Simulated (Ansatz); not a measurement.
# How aqueous K+ and HSO4- changes with salt concentration

How do pressure, forces, levels, charges and cost change as salt is added?

Computed with Ansatz 0.2.0: Kohn-Sham DFT, r2SCAN+D4, PAW (set soft_2). Every run is a single point, with the atoms held where the recipe put them (cutoff of the plane-wave runs 500 eV, fixed occupations).

First member: 55 H2O, 1 K+, 1 HSO4- placed at random, at 1.08 g/cm³; overlaps pushed apart, then 10 ps at 420 K with Joung-Cheatham ions (J. Phys. Chem. B 112, 9020 (2008)); MMFF94 bonds, angles, torsions, charges and radii (Halgren, J. Comput. Chem. 17, 490 (1996)) in harmonic and 12-6 forms; SPC/E water (Berendsen, Grigera and Straatsma, J. Phys. Chem. 91, 6269 (1987)); charges of ions scaled by 0.85. Snapshot after 20 ps at 300 K and fixed volume.

Last member: 46 H2O, 5 K+, 5 HSO4- placed at random, at 1.43 g/cm³; overlaps pushed apart, then 10 ps at 420 K with Joung-Cheatham ions (J. Phys. Chem. B 112, 9020 (2008)); MMFF94 bonds, angles, torsions, charges and radii (Halgren, J. Comput. Chem. 17, 490 (1996)) in harmonic and 12-6 forms; SPC/E water (Berendsen, Grigera and Straatsma, J. Phys. Chem. 91, 6269 (1987)); charges of ions scaled by 0.85. Snapshot after 20 ps at 300 K and fixed volume.

The members:

| salt concentration (mol/kg) | reduced formula | atoms | valence electrons | k-mesh | basis | density (g/cm³) |
| --- | --- | --- | --- | --- | --- | --- |
| 1.01 | KH111SO59 | 172 | 480 | 1×1×1 | plane waves | 1.08 |
| 2.09 | K2H108S2O61 | 173 | 504 | 1×1×1 | plane waves | 1.17 |
| 4.62 | KH25SO16 | 172 | 544 | 1×1×1 | plane waves | 1.35 |
| 6.03 | K5H97S5O66 | 173 | 568 | 1×1×1 | plane waves | 1.43 |

Each cell is one sample from a classical run, so sample-to-sample scatter enters every column; pressures lack the kinetic term, and hold the strain of bonds inside molecules, whose lengths the classical model set.

The input of the first member, without its atom lines; other members have their own cell and atoms, and may differ in mesh, basis and outputs:

```yaml
crystal:
  lattice:
    - [11.99258, 0.0, 0.0]
    - [0.0, 11.99258, 0.0]
    - [0.0, 0.0, 11.99258]
  atoms:
    [... 172 lines ...]
kpoints:
  mp_grid: { grid: [1, 1, 1] }
hamiltonian:
  xc: r2scan
  dispersion: d4
scf:
  occupations: { method: fixed }
output:
  forces: true
  stress: true
  populations: true
  dos:
    method: { smearing: { sigma: 0.1 } }
    de: 0.1
    projected: { site_lists: { H: [H], K: [K], O: [O], S: [S] } }
  eigenvalues: true
  write_density: true
  write_potential: true
  volumetric_format: npy
```

**Question.** How do the results, the time and the memory go along the series?

Results; charges are mean Löwdin charges in e:

| salt concentration (mol/kg) | pressure (GPa) | r.m.s. force (eV/Å) | gap (eV) | q(S) | q(K) | q(O) |
| --- | --- | --- | --- | --- | --- | --- |
| 1.01 | -4.14 | 0.735 | 4.78 | +2.55 | +0.86 | -0.71 |
| 2.09 | -3.47 | 0.723 | 4.89 | +2.58 | +0.87 | -0.72 |
| 4.62 | -2.86 | 0.755 | 4.97 | +2.53 | +0.85 | -0.72 |
| 6.03 | -2.03 | 0.823 | 4.73 | +2.58 | +0.85 | -0.73 |

The gap is that between the highest filled and lowest empty Kohn-Sham level on the run's k-points, and semilocal functionals tend to put gaps under measured ones. The projection misses up to 0.041 e an atom, so the charges add up to more than the cell's charge. Each mean runs over all atoms of an element, whatever their surroundings.

Cost on 8 threads of Arm Neoverse V2, shared host:

| salt concentration (mol/kg) | atoms | basis | k-mesh | SCF cycles | time | host memory (GiB) |
| --- | --- | --- | --- | --- | --- | --- |
| 1.01 | 172 | plane waves | 1×1×1 | 9 | 35 s | 4.8 |
| 2.09 | 173 | plane waves | 1×1×1 | 9 | 36 s | 4.8 |
| 4.62 | 172 | plane waves | 1×1×1 | 10 | 39 s | 4.9 |
| 6.03 | 173 | plane waves | 1×1×1 | 9 | 39 s | 5.0 |

Times include the outputs that each run asked for, on hosts shared with other jobs.

What the series shows: The gap is lowest at 6.03 mol/kg (4.73 eV) and highest at 4.62 mol/kg (4.97 eV), with no steady trend; in single samples it varies with the configuration. The pressure goes steadily from -4.1 GPa at 1.01 to -2 GPa at 6.03 mol/kg; the recipes set unlike densities, and the bond lengths of the classical model enter the pressure too.

Caveats: The network of contacts between molecules at the start is that of the classical potential that made the cell, and needn't be the one that DFT or experiment would give. The concentration wasn't checked against solubility and may exceed it.

[Logs are printed without paths, hosts, clocks, repeated set-up lines and the standing remarks that a program may print on its own settings, such as how far it seeks lower states.]

[Hosts, paths, dates, database ids (printed as entryN), source tags and the programs' standing remarks are cut or masked in the printed files.]

[The MMFF94 radii named for the starting cell were scaled by 0.96; in molecules described by MMFF94, hydrogen bound to N, O or S took a small fixed 12-6 site in their place.]
